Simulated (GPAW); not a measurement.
**A Ge chain with one atom pushed aside at constant bond length: a series of junctions**

Aim: how the conductance and the thermopower change along a series of junctions, a Ge chain with one atom pushed aside at constant bond length.

Main program and level: GPAW 26.7.0; GPAW LCAO, PAW setups; Landauer transmission from Green's functions with principal layers (ASE), zero bias.

### 1. Starting point

The cell holds 11 atoms: 11 Ge. Cell: a = 9.000 Å, b = 9.000 Å, c = 25.812 Å, α = 90.0°, β = 90.0°, γ = 90.0°. Regions: left lead, 5 atoms (5 Ge); channel, 1 atom (1 Ge); right lead, 5 atoms (5 Ge). Vacuum lies along a and b. The structure is stacked along c, and the current runs across the ab planes.

### 2. Junction, offset 0.3 Å

The structure changes from member to member while basis and functional stay, so that the trend is less open to errors of the level than any single value.

Contents of run.py:

```python
import json
import numpy as np
from ase import Atoms
from ase.transport.calculators import TransportCalculator
from gpaw import GPAW, FermiDirac
from gpaw.lcao.tools import get_lcao_hamiltonian
from scipy.linalg import eigh

# The junction with lead layers at both ends, along the third cell vector
device = Atoms(
    ['Ge', 'Ge', 'Ge', 'Ge', 'Ge', 'Ge', 'Ge', 'Ge', 'Ge', 'Ge', 'Ge'],
    positions=[
        [4.50000, 4.50000, 1.17500],
        [4.50000, 4.50000, 3.52500],
        [4.50000, 4.50000, 5.87500],
        [4.50000, 4.50000, 8.22500],
        [4.50000, 4.50000, 10.57500],
        [4.80000, 4.50000, 12.90577],
        [4.50000, 4.50000, 15.23654],
        [4.50000, 4.50000, 17.58654],
        [4.50000, 4.50000, 19.93654],
        [4.50000, 4.50000, 22.28654],
        [4.50000, 4.50000, 24.63654]],
    cell=[[9.0, 0.0, 0.0], [0.0, 9.0, 0.0], [0.0, 0.0, 25.81154]],
    pbc=True)

# One principal layer of the lead: the first 3 atoms of the device
lead = Atoms(
    ['Ge', 'Ge', 'Ge'],
    positions=[
        [4.50000, 4.50000, 1.17500],
        [4.50000, 4.50000, 3.52500],
        [4.50000, 4.50000, 5.87500]],
    cell=[[9.0, 0.0, 0.0], [0.0, 9.0, 0.0], [0.0, 0.0, 7.05]],
    pbc=True)

settings = dict(mode='lcao', basis='dzp', xc='RPBE', h=0.2,
                occupations=FermiDirac(0.1), maxiter=250,
                mixer=dict(beta=0.1, nmaxold=8, weight=100.0),
                convergence=dict(density=0.0001))
energies = np.arange(-3, 3 + 1e-9, 0.075)
eta = 0.0001
n1, n2 = 1, 1
# k and -k transmit alike, so half of the mesh across the current serves
mesh = [(i, j) for i in range(n1) for j in range(n2) if (i, j) <= (-i % n1, -j % n2)]
weights = np.array([1 if (i, j) == (-i % n1, -j % n2) else 2 for i, j in mesh]) / (n1 * n2)

# [... helper functions left out ...]
fermi_lead = ground_state(lead, (1, 1, 16), 'lead.txt')
fermi_device = ground_state(device, (1, 1, 3), 'device.txt')
# [... loop over the mesh left out, but for ...]
        # Shift the lead onto the potential of the device's first layer
        shift = ((H[:, 0, 0] - H0[:, 0, 0]) / S0[0, 0]).real.mean()
# [...]
kT = 8.617333e-5 * 300
bias = [0.1, 0.2, 0.5, 1.0, 1.5, 2.0]
# [... integrals and printing left out ...]
```

Started as:

```
OMP_NUM_THREADS=1 OPENBLAS_NUM_THREADS=1 python run.py
```

The program printed:

```text
basis functions: device 143, principal layer 39
Fermi level: lead -3.4566 eV, device -3.4447 eV; lead shifted by -0.0185 eV
largest coupling past the next layer 9.83e-06 eV, largest misfit of the first layer 0.006 eV
  E-E_F (eV)   T (one spin)  [channel counts left out]
    -3.000    1.3109e-06
    -2.925    9.9525e-01
    -2.850    9.9749e-01
    -2.775    9.9789e-01
    -2.700    9.9801e-01
    -2.625    9.9803e-01
    -2.550    9.9799e-01
    -2.475    9.9791e-01
    -2.400    9.9779e-01
    -2.325    9.9764e-01
    -2.250    9.9746e-01
    -2.175    9.9723e-01
    -2.100    9.9695e-01
    -2.025    9.9661e-01
    -1.950    9.9618e-01
    -1.875    9.9565e-01
[...]
2.475    2.9959e+00
     2.550    2.9957e+00
     2.625    2.9954e+00
     2.700    2.9951e+00
     2.775    2.9947e+00
     2.850    2.9942e+00
     2.925    2.9936e+00
     3.000    2.9929e+00
conductance at 300 K: 2.9826 G0 a cell; thermopower -0.07355 uV/K
current from the zero-bias T(E) at 0.1 V: 23.109 uA
current from the zero-bias T(E) at 0.2 V: 46.217 uA
current from the zero-bias T(E) at 0.5 V: 115.52 uA
current from the zero-bias T(E) at 1.0 V: 230.84 uA
current from the zero-bias T(E) at 1.5 V: 345.62 uA
current from the zero-bias T(E) at 2.0 V: 458.74 uA
```

The job ended after 26 s (1 thread of Arm Neoverse V2, shared host; peak memory 0.82 GiB).

This step gave:

- conductance: 2.983 G₀
- largest coupling past the next principal layer: 9.83e-6 eV
- largest misfit of the first principal layer: 0.006203 eV
- shift that aligns the lead: -0.01853 eV
- basis functions of the junction: 143
- basis functions of a principal layer: 39
- transmission at the Fermi level (one spin): 2.983

One spin. The transmission, zone mean by energy, zero at the Fermi level:

```csv
energy (eV),"transmission, zone mean"
-3.0000,1.3e-6
-2.7750,0.998
-2.4750,0.998
-2.2500,0.997
-2.0250,0.997
-1.7250,0.994
-1.5000,0.989
-1.2750,0.961
-0.9750,2.79
-0.7500,2.91
-0.5250,2.95
-0.2250,2.97
0.0000,2.98
0.2250,2.99
0.5250,2.99
0.7500,2.99
0.9750,3.00
1.2750,3.00
1.5000,3.00
1.7250,3.00
2.0250,3.00
2.2500,3.00
2.4750,3.00
2.7750,2.99
3.0000,2.99
```

Not self-consistent under bias; the bias window is split evenly. Table of current through one cell, from the zero-bias transmission by bias:

```csv
bias (V),"current through one cell, from the zero-bias transmission (μA)"
0.100,23.1
0.200,46.2
0.500,116
1.000,231
1.500,346
2.000,459
```

Table of transmission of the three most open eigenchannels by energy, zero at the Fermi level:

```csv
energy (eV),channel 1,channel 2,channel 3
-3.00,1.3e-6,0,0
-2.85,0.997,0,0
-2.70,0.998,0,0
-2.55,0.998,0,0
-2.33,0.998,0,0
-2.17,0.997,0,0
-2.02,0.997,0,0
-1.88,0.996,0,0
-1.73,0.994,0,0
-1.57,0.991,0,0
-1.35,0.978,0,0
-1.20,0.902,2.2e-9,2.1e-9
-1.05,0.990,0.869,0.807
-0.90,0.996,0.951,0.902
-0.75,0.998,0.975,0.936
-0.60,0.998,0.985,0.956
-0.38,0.998,0.992,0.973
-0.23,0.999,0.995,0.980
-0.07,0.999,0.997,0.985
0.00,0.999,0.998,0.986
0.07,0.999,0.998,0.988
0.23,0.999,0.999,0.991
0.38,0.999,0.999,0.993
0.60,0.999,0.999,0.995
0.75,0.999,0.999,0.996
0.90,0.999,0.999,0.997
1.05,0.999,0.999,0.998
1.20,0.999,0.999,0.998
1.35,0.999,0.999,0.999
1.57,0.999,0.999,0.999
1.73,0.999,0.999,0.999
1.88,0.999,0.999,0.999
2.02,0.999,0.999,0.998
2.17,0.999,0.999,0.998
2.33,0.999,0.999,0.998
2.55,1.000,0.999,0.997
2.70,1.000,0.999,0.996
2.85,1.000,0.999,0.996
3.00,1.000,0.999,0.994
```

Couplings past the next layer reach 9.8e-6 eV, small enough to drop; the matrix elements of the cell's first layer differ from the bulk lead's by up to 0.0062 eV. That layer keeps its own values in the calculation, and only beyond it is the lead taken as perfect. The Fermi levels of lead and junction count from different zeros of potential, one for each periodic cell; with both set to zero, the small remaining shift is what aligns them. By hand: G = 2.983 × 77.48 μS = 231 μS, a resistance of 4.33 kΩ; at 0.1 V a linear junction would pass 23.1 μA, and the integral over the bias window gives 23.1 μA.

### 3. Member of the series: offset = 0.6

The cell differs from the one that the last finished run ended in (c 25.812 → 25.694 Å).

Edit run.py of step 2 so:

```diff
@@ -17,9 +17,9 @@
         [4.50000, 4.50000, 10.57500],
-        [4.80000, 4.50000, 12.90577],
-        [4.50000, 4.50000, 15.23654],
-        [4.50000, 4.50000, 17.58654],
-        [4.50000, 4.50000, 19.93654],
-        [4.50000, 4.50000, 22.28654],
-        [4.50000, 4.50000, 24.63654]],
-    cell=[[9.0, 0.0, 0.0], [0.0, 9.0, 0.0], [0.0, 0.0, 25.81154]],
+        [5.10000, 4.50000, 12.84711],
+        [4.50000, 4.50000, 15.11923],
+        [4.50000, 4.50000, 17.46923],
+        [4.50000, 4.50000, 19.81923],
+        [4.50000, 4.50000, 22.16923],
+        [4.50000, 4.50000, 24.51923]],
+    cell=[[9.0, 0.0, 0.0], [0.0, 9.0, 0.0], [0.0, 0.0, 25.69423]],
     pbc=True)
```

The program printed:

```text
basis functions: device 143, principal layer 39
Fermi level: lead -3.4566 eV, device -3.4269 eV; lead shifted by -0.0100 eV
largest coupling past the next layer 9.83e-06 eV, largest misfit of the first layer 0.008 eV
  E-E_F (eV)   T (one spin)  [channel counts left out]
    -3.000    1.2659e-06
    -2.925    9.0804e-01
    -2.850    9.5977e-01
    -2.775    9.6728e-01
    -2.700    9.6935e-01
    -2.625    9.6956e-01
    -2.550    9.6880e-01
    -2.475    9.6738e-01
    -2.400    9.6539e-01
    -2.325    9.6286e-01
    -2.250    9.5974e-01
    -2.175    9.5596e-01
    -2.100    9.5138e-01
    -2.025    9.4584e-01
    -1.950    9.3907e-01
    -1.875    9.3073e-01
[...]
2.475    2.9573e+00
     2.550    2.9525e+00
     2.625    2.9470e+00
     2.700    2.9408e+00
     2.775    2.9339e+00
     2.850    2.9261e+00
     2.925    2.9175e+00
     3.000    2.9078e+00
conductance at 300 K: 2.9153 G0 a cell; thermopower -0.2737 uV/K
current from the zero-bias T(E) at 0.1 V: 22.587 uA
current from the zero-bias T(E) at 0.2 V: 45.17 uA
current from the zero-bias T(E) at 0.5 V: 112.86 uA
current from the zero-bias T(E) at 1.0 V: 225.22 uA
current from the zero-bias T(E) at 1.5 V: 336.23 uA
current from the zero-bias T(E) at 2.0 V: 443.44 uA
```

Wall time 27 s (1 thread); peak memory 0.82 GiB.

Numbers from this step:

* conductance: 2.915 G₀
* largest misfit of the first principal layer: 0.008359 eV
* shift that aligns the lead: -0.01001 eV
* transmission at the Fermi level (one spin): 2.916

One spin. Transmission, zone mean against energy, zero at the Fermi level:

```csv
energy (eV),"transmission, zone mean"
-3.00,1.3e-6
-2.85,0.960
-2.70,0.969
-2.62,0.970
-2.55,0.969
-2.33,0.963
-2.17,0.956
-2.02,0.946
-1.88,0.931
-1.73,0.907
-1.57,0.867
-1.35,0.721
-1.20,0.401
-1.05,2.23
-0.90,2.57
-0.75,2.71
-0.60,2.79
-0.38,2.86
-0.23,2.89
-0.07,2.91
0.00,2.92
0.07,2.92
0.23,2.94
0.38,2.95
0.60,2.96
0.75,2.97
0.90,2.97
1.05,2.97
1.20,2.98
1.35,2.98
1.57,2.98
1.73,2.98
1.88,2.98
2.02,2.98
2.17,2.97
2.33,2.97
2.55,2.95
2.70,2.94
2.85,2.93
3.00,2.91
```

Not self-consistent under bias; the bias window is split evenly. The current through one cell, from the zero-bias transmission by bias:

```csv
bias (V),"current through one cell, from the zero-bias transmission (μA)"
0.100,22.6
0.200,45.2
0.500,113
1.000,225
1.500,336
2.000,443
```

The transmission of the three most open eigenchannels by energy, zero at the Fermi level:

```csv
energy (eV),channel 1,channel 2,channel 3
-3.0000,1.3e-6,0,0
-2.7750,0.967,0,0
-2.4750,0.967,0,0
-2.2500,0.960,0,0
-2.0250,0.946,0,0
-1.7250,0.907,0,0
-1.5000,0.835,0,0
-1.2750,0.608,2.2e-11,1.6e-11
-0.9750,0.977,0.874,0.591
-0.7500,0.993,0.963,0.752
-0.5250,0.997,0.987,0.832
-0.2250,0.998,0.996,0.891
0.0000,0.999,0.998,0.918
0.2250,0.999,0.999,0.938
0.5250,0.999,0.999,0.957
0.7500,0.999,0.999,0.967
0.9750,0.999,0.999,0.975
1.2750,0.999,0.997,0.983
1.5000,0.999,0.995,0.987
1.7250,0.999,0.991,0.990
2.0250,0.999,0.993,0.983
2.2500,0.999,0.995,0.975
2.4750,0.998,0.997,0.962
2.7750,0.998,0.998,0.938
3.0000,0.999,0.997,0.912
```

The conductance, 2.92 G₀, lies 2.3 % below that of the member before.

### 4. Junction: offset = 0.9

The cell differs from the one that the last finished run ended in (c 25.694 → 25.492 Å).

Edit run.py of step 3 so:

```diff
@@ -17,9 +17,9 @@
         [4.50000, 4.50000, 10.57500],
-        [5.10000, 4.50000, 12.84711],
-        [4.50000, 4.50000, 15.11923],
-        [4.50000, 4.50000, 17.46923],
-        [4.50000, 4.50000, 19.81923],
-        [4.50000, 4.50000, 22.16923],
-        [4.50000, 4.50000, 24.51923]],
-    cell=[[9.0, 0.0, 0.0], [0.0, 9.0, 0.0], [0.0, 0.0, 25.69423]],
+        [5.40000, 4.50000, 12.74583],
+        [4.50000, 4.50000, 14.91666],
+        [4.50000, 4.50000, 17.26666],
+        [4.50000, 4.50000, 19.61666],
+        [4.50000, 4.50000, 21.96666],
+        [4.50000, 4.50000, 24.31666]],
+    cell=[[9.0, 0.0, 0.0], [0.0, 9.0, 0.0], [0.0, 0.0, 25.49166]],
     pbc=True)
```

The program printed:

```text
basis functions: device 143, principal layer 39
Fermi level: lead -3.4566 eV, device -3.4016 eV; lead shifted by -0.0003 eV
largest coupling past the next layer 9.83e-06 eV, largest misfit of the first layer 0.011 eV
  E-E_F (eV)   T (one spin)  [channel counts left out]
    -3.000    1.9627e-06
    -2.925    5.0469e-01
    -2.850    7.6982e-01
[...]
2.925    2.5959e+00
     3.000    2.5683e+00
conductance at 300 K: 2.7778 G0 a cell; thermopower -0.471 uV/K
current from the zero-bias T(E) at 0.1 V: 21.522 uA
current from the zero-bias T(E) at 0.2 V: 43.039 uA
current from the zero-bias T(E) at 0.5 V: 107.53 uA
current from the zero-bias T(E) at 1.0 V: 214.55 uA
current from the zero-bias T(E) at 1.5 V: 320.07 uA
current from the zero-bias T(E) at 2.0 V: 421.41 uA
```

Wall time 27 s (1 thread); peak memory 0.82 GiB.

The conductance, 2.78 G₀, lies 4.7 % below that of the member before.

### 5. Member of the series: offset = 1.2

The cell differs from the one that the last finished run ended in (c 25.492 → 25.191 Å).

Edit run.py of step 4 so:

```diff
@@ -17,9 +17,9 @@
         [4.50000, 4.50000, 10.57500],
-        [5.40000, 4.50000, 12.74583],
-        [4.50000, 4.50000, 14.91666],
-        [4.50000, 4.50000, 17.26666],
-        [4.50000, 4.50000, 19.61666],
-        [4.50000, 4.50000, 21.96666],
-        [4.50000, 4.50000, 24.31666]],
-    cell=[[9.0, 0.0, 0.0], [0.0, 9.0, 0.0], [0.0, 0.0, 25.49166]],
+        [5.70000, 4.50000, 12.59552],
+        [4.50000, 4.50000, 14.61604],
+        [4.50000, 4.50000, 16.96604],
+        [4.50000, 4.50000, 19.31604],
+        [4.50000, 4.50000, 21.66604],
+        [4.50000, 4.50000, 24.01604]],
+    cell=[[9.0, 0.0, 0.0], [0.0, 9.0, 0.0], [0.0, 0.0, 25.19104]],
     pbc=True)
```

The program printed:

```text
basis functions: device 143, principal layer 39
Fermi level: lead -3.4566 eV, device -3.3734 eV; lead shifted by 0.0086 eV
largest coupling past the next layer 9.83e-06 eV, largest misfit of the first layer 0.023 eV
  E-E_F (eV)   T (one spin)  [channel counts left out]
    -3.000    8.3075e-05
    -2.925    8.8102e-02
    -2.850    3.5280e-01
[...]
2.925    2.0678e+00
     3.000    2.0476e+00
conductance at 300 K: 2.6263 G0 a cell; thermopower -0.4402 uV/K
current from the zero-bias T(E) at 0.1 V: 20.348 uA
current from the zero-bias T(E) at 0.2 V: 40.692 uA
current from the zero-bias T(E) at 0.5 V: 101.65 uA
current from the zero-bias T(E) at 1.0 V: 202.64 uA
current from the zero-bias T(E) at 1.5 V: 301.74 uA
current from the zero-bias T(E) at 2.0 V: 396.43 uA
```

It took 29 s on 1 thread; peak memory 0.8 GiB.

The conductance, 2.63 G₀, lies 5.5 % below that of the member before.

### 6. Comparing the runs

Times are for 1 thread of Arm Neoverse V2, shared host. Results by setting:

```csv
no.,offset (Å),conductance (G₀),time,memory (GiB)
1,0.3,2.983,26 s,0.82
2,0.6,2.915,27 s,0.82
3,0.9,2.778,27 s,0.82
4,1.2,2.626,29 s,0.8
```

The runs together. The transmission, zone mean by energy, zero at the Fermi level:

```csv
energy (eV),0.3,0.6,0.9,1.2
-3.00,1.3e-6,1.3e-6,2.0e-6,8.3e-5
-2.77,0.998,0.967,0.810,0.417
-2.55,0.998,0.969,0.818,0.426
-2.25,0.997,0.960,0.774,0.352
-2.02,0.997,0.946,0.715,0.283
-1.80,0.995,0.920,0.629,0.217
-1.57,0.991,0.867,0.504,0.167
-1.35,0.978,0.721,0.334,0.157
-1.05,2.67,2.23,2.02,1.91
-0.82,2.89,2.65,2.44,2.30
-0.60,2.94,2.79,2.61,2.46
-0.38,2.96,2.86,2.69,2.55
-0.15,2.98,2.90,2.75,2.60
0.00,2.98,2.92,2.78,2.63
0.15,2.99,2.93,2.80,2.65
0.38,2.99,2.95,2.83,2.67
0.60,2.99,2.96,2.86,2.68
0.82,2.99,2.97,2.88,2.67
1.05,3.00,2.97,2.89,2.64
1.35,3.00,2.98,2.89,2.58
1.57,3.00,2.98,2.88,2.52
1.80,3.00,2.98,2.86,2.45
2.02,3.00,2.98,2.84,2.37
2.25,3.00,2.97,2.80,2.29
2.55,3.00,2.95,2.72,2.18
2.77,2.99,2.93,2.65,2.11
3.00,2.99,2.91,2.57,2.05
```

The runs together. The current through one cell, from the zero-bias transmission by bias:

```csv
bias (V),0.3 (μA),0.6 (μA),0.9 (μA),1.2 (μA)
0.100,23.1,22.6,21.5,20.3
0.200,46.2,45.2,43.0,40.7
0.500,116,113,108,102
1.000,231,225,215,203
1.500,346,336,320,302
2.000,459,443,421,396
```

### 7. Other settings

One more run, with changed settings.

Edit run.py of step 5 so:

```diff
@@ -17,19 +17,17 @@
         [4.50000, 4.50000, 10.57500],
-        [5.70000, 4.50000, 12.59552],
-        [4.50000, 4.50000, 14.61604],
-        [4.50000, 4.50000, 16.96604],
-        [4.50000, 4.50000, 19.31604],
-        [4.50000, 4.50000, 21.66604],
-        [4.50000, 4.50000, 24.01604]],
-    cell=[[9.0, 0.0, 0.0], [0.0, 9.0, 0.0], [0.0, 0.0, 25.19104]],
+        [5.10000, 4.50000, 12.84711],
+        [4.50000, 4.50000, 15.11923],
+        [4.50000, 4.50000, 17.46923],
+        [4.50000, 4.50000, 19.81923],
+        [4.50000, 4.50000, 22.16923],
+        [4.50000, 4.50000, 24.51923]],
+    cell=[[9.0, 0.0, 0.0], [0.0, 9.0, 0.0], [0.0, 0.0, 25.69423]],
     pbc=True)
 
-# One principal layer of the lead: the first 3 atoms of the device
+# One principal layer of the lead: the first 1 atoms of the device
 lead = Atoms(
-    ['Ge', 'Ge', 'Ge'],
+    ['Ge'],
     positions=[
-        [4.50000, 4.50000, 1.17500],
-        [4.50000, 4.50000, 3.52500],
-        [4.50000, 4.50000, 5.87500]],
-    cell=[[9.0, 0.0, 0.0], [0.0, 9.0, 0.0], [0.0, 0.0, 7.05]],
+        [4.50000, 4.50000, 1.17500]],
+    cell=[[9.0, 0.0, 0.0], [0.0, 9.0, 0.0], [0.0, 0.0, 2.35]],
     pbc=True)
@@ -37,3 +35,3 @@
 settings = dict(mode='lcao', basis='dzp', xc='RPBE', h=0.2,
-                occupations=FermiDirac(0.1), maxiter=250,
+                occupations=FermiDirac(0.1), maxiter=60,
                 mixer=dict(beta=0.1, nmaxold=8, weight=100.0),
```

The program printed:

```text
LinAlgError: The leading minor of order 11 of B is not positive definite. The factorization of B could not be completed and no eigenvalues or eigenvectors were computed.
```

It took 23 s on 1 thread; peak memory 0.78 GiB.

The run ended with an error.

The program's message: “LinAlgError: The leading minor of order 11 of B is not positive definite. The factorization of B could not be completed and no eigenvalues or eigenvectors were computed.”

The change that led to it: n_lead = 1 and period = 2.35.

### 8. Results

```json
{
 "conductance, first and last member": "2.98 and 2.63 G₀",
 "largest and smallest": "2.98 and 2.63 G₀"
}
```

As the sideways shift goes from 0.3 to 1.2 Å, the conductance goes from 2.98 to 2.63 G₀. The conductance falls at every step of the series. The geometry was built from estimated bond lengths and not relaxed, so the numbers describe this model structure. An evenly spaced straight chain is an idealisation: free chains tend to dimerise, zigzag or, where a band edge lies near the Fermi level, turn magnetic. The currents use the zero-bias T(E) throughout, which holds only while the bias is small against the distance to the nearest feature. The energy step is wider than the thermal energy, so the conductance and thermopower rest on interpolation of T(E).

[Logs are printed without paths, hosts, clocks, repeated set-up lines and the standing remarks that a program may print on its own settings, such as how far it seeks lower states.]

[Hosts, paths, dates, database ids (printed as entryN), source tags and the programs' standing remarks are cut or masked in the printed files.]
